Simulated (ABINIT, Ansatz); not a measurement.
# BaTiO3 (P4mm): changed settings of a GW run in ABINIT

A base run on BaTiO3 (P4mm), then changed inputs.

Program: ABINIT 10.8.3. Level of theory: PBE and many-body steps on it, plane waves. Results are calculated unless marked as measured.

This is a report of a sequence of runs, with most program output left out.

The database entry behind the starting cell differs from later determinations by our own check (c/a about 0.6 % short), so it need not match the best structure at ambient conditions.

### 1. Set-up

The structure is tetragonal, space group P4mm (No. 99). The conventional cell has a = 4.000 Å, b = 4.000 Å, c = 4.018 Å, α = 90.00°, β = 90.00°, γ = 90.00°. Nearest to Ba lie 12 O at 2.79 to 2.88 Å. Nearest to Ti lie 6 O at 1.89 to 2.13 Å. Nearest to O lie 2 Ti at 1.89 to 2.13 Å and 4 Ba at 2.83 Å. O has 2 Ti at 2.00 Å and 4 Ba at 2.79 to 2.88 Å nearest. Farther neighbours and most contacts between anions are not listed.

The cell and positions come from the Crystallography Open Database and are kept as given unless a step says otherwise. Spin-orbit coupling is left out unless a step names it.

### 2. Screening, 4×4×4 mesh, 118 bands, screening to 141.5 eV

This step: ABINIT 10.8.3; RPA screening on PBE, plane waves, norm-conserving pseudopotentials.

The RPA dielectric matrix is built and inverted for each q.

The input, run.abi:

```
acell 3*1.0 Angstrom
rprim 
  3.999800000000 0.000000000000 0.000000000000
  0.000000000000 3.999800000000 0.000000000000
  0.000000000000 0.000000000000 4.018000000000
ntypat 3
znucl 56 22 8
natom 5
typat 1 2 3 3 3
xred 
  0.000000000000 0.000000000000 0.000000000000
  0.500000000000 0.500000000000 0.490000000000
  0.500000000000 0.500000000000 0.019000000000
  0.500000000000 0.000000000000 0.517000000000
  0.000000000000 0.500000000000 0.517000000000
pp_dirpath "pseudos"
pseudos "Ba.upf, Ti.upf, O.upf"
ecut 38
ngkpt 4 4 4
nshiftk 1
shiftk 0 0 0
kptopt 1
chksymbreak 0
istwfk *1
occopt 1
irdwfk 1
optdriver 3
nband 118
ecuteps 5.2
inclvkb 2
awtr 1
symchi 1
indata_prefix "in"
outdata_prefix "out"
tmpdata_prefix "tmp"
```

Run with:

```console
$ OMP_NUM_THREADS=1 mpirun -n 4 abinit run.abi > log
```

The job ended after 2.4 min (4 MPI ranks of Arm Neoverse V2, shared host; peak memory 1.9 GiB; 9.8 min of CPU time).

This step gave:

```yaml
eps_infinity_with_local_fields_on_this_mesh_along_the_program_s_q_direction: 6.176
the_same_without_local_fields: 6.737
plasma_frequency: 29.29 eV
plane_waves_in_the_screening_matrix: 251
```

Local fields lower ε∞ by 8 %. On a Γ-centred mesh this coarse the value itself is usually too large, while a short band sum pulls it down.

### 3. Base

The self-energy is evaluated for the states that the input lists, and the levels follow from it, in one-shot runs by the linearised quasiparticle equation.

This step: G0W0 on PBE, plane waves, norm-conserving pseudopotentials.

Edit run.abi of step 2 so:

```diff
@@ -26,8 +26,17 @@
 irdwfk 1
-optdriver 3
+optdriver 4
 nband 118
+gwcalctyp 0
+ecutsigx 38
+symsigma 1
+nkptgw 2
+kptgw 
+  0.5000000000 0.5000000000 0.5000000000
+  0.0000000000 0.0000000000 0.0000000000
+bdgw 
+  18 23
+  19 23
 ecuteps 5.2
-inclvkb 2
-awtr 1
-symchi 1
+irdscr 1
+ppmodel 1
 indata_prefix "in"
```

Run time: 19 s. Hardware: 4 MPI ranks; peak memory 1.6 GiB.

This step gave:

```
G0W0 gap on the points computed              : 3.286 eV
starting gap on the mesh                     : 1.826 eV
k of the valence top                         : 0.5, 0.5, 0.5
k of the conduction bottom                   : 0, 0, 0
Z at the valence top                         : 0.762
Z at the conduction bottom                   : 0.778
least direct G0W0 gap on the computed points : 3.573 eV
```

The gap on the mesh goes from 1.83 eV to 3.29 eV, a correction of +1.46 eV.

### 4. No symmetry in the self-energy

Edit run.abi of step 3 so:

```diff
@@ -30,3 +30,3 @@
 ecutsigx 38
-symsigma 1
+symsigma 0
 nkptgw 2
```

Wall time 59 s (4 MPI ranks); peak memory 1.6 GiB.

Numbers from this step:

```
G0W0 gap on the points computed              : 3.286 eV
starting gap on the mesh                     : 1.826 eV
k of the valence top                         : 0.5, 0.5, 0.5
k of the conduction bottom                   : 0, 0, 0
Z at the valence top                         : 0.762
Z at the conduction bottom                   : 0.778
least direct G0W0 gap on the computed points : 3.573 eV
```

Against G0W0 in ABINIT (4×4×4 mesh, 118 bands, screening to 141.5 eV, Godby-Needs plasmon pole), the gap moves by +0.000 eV.

### 5. Exchange cutoff of one hartree

Edit run.abi of step 4 so:

```diff
@@ -29,4 +29,4 @@
 gwcalctyp 0
-ecutsigx 38
-symsigma 0
+ecutsigx 1
+symsigma 1
 nkptgw 2
```

It took 4 s on 4 MPI ranks; peak memory 0.95 GiB; 16 s of CPU time.

The run ended normally, though the input holds a fault or crude settings.

The fault put into this input: exchange cutoff of one hartree. It printed a gap of 3.63 eV, an artefact of the input.

### 6. Side by side

Times are wall times on 4 MPI ranks of Arm Neoverse V2, shared host, good to a factor of about two. A run's time includes the screening step that it read.

| run | mesh | bands | screening cutoff (eV) | DFT gap (eV) | gap on the mesh (eV) | direct (eV) | ε∞ used | time |
| --- | --- | --- | --- | --- | --- | --- | --- | --- |
| base | 4×4×4 | 118 | 141.5 | 1.826 | 3.286 | 3.573 | 6.18 | 2.8 min |
| no symmetry in the self-energy | 4×4×4 | 118 | 141.5 | 1.826 | 3.286 | 3.573 | 6.18 | 3.4 min |

### 7. Outcome

```json
{
  "base": "3.286 eV",
  "no symmetry in the self-energy": "3.286 eV",
  "known limits": "not at the basis limit; no spin-orbit coupling; coarse k mesh"
}
```

What this shows: No symmetry in the self-energy: no change against base (keys changed: symsigma). Bands and cutoff are finite, so the gap is not at the basis limit. The miss can reach some tenths of an eV and take either sign; the mesh is an error of its own. In the G0W0 runs levels were corrected at 2 k points alone, so a gap called «on the mesh» is the least over those, and an edge elsewhere would be missed. The 4×4×4 mesh is coarse for this cell, which bears on the long-range parts of exchange and screening. The many-body steps are scalar-relativistic: spin-orbit coupling is not in them.

[Paths, hosts, dates, memory and timing lines, banners, echoed tables and standing remarks are left out of the program output.]

[Logs are printed without paths, hosts, clocks, repeated set-up lines and the standing remarks that a program may print on its own settings, such as how far it seeks lower states.]

[Runs of the session that timed out or met a known fault of the program may be left out.]

[Hosts, paths, dates, database ids (printed as entryN), source tags and the programs' standing remarks are cut or masked in the printed files.]

[G0W0 gaps are taken among the corrected bands and points alone; a level outside them can change the order at an edge.]

[Where Ansatz stands beside ABINIT at settings called matched, ABINIT's density can come from a denser mesh and the files from another edition; pairs whose starting gaps differed by over 0.03 eV were left out, so agreement reads better than it is.]
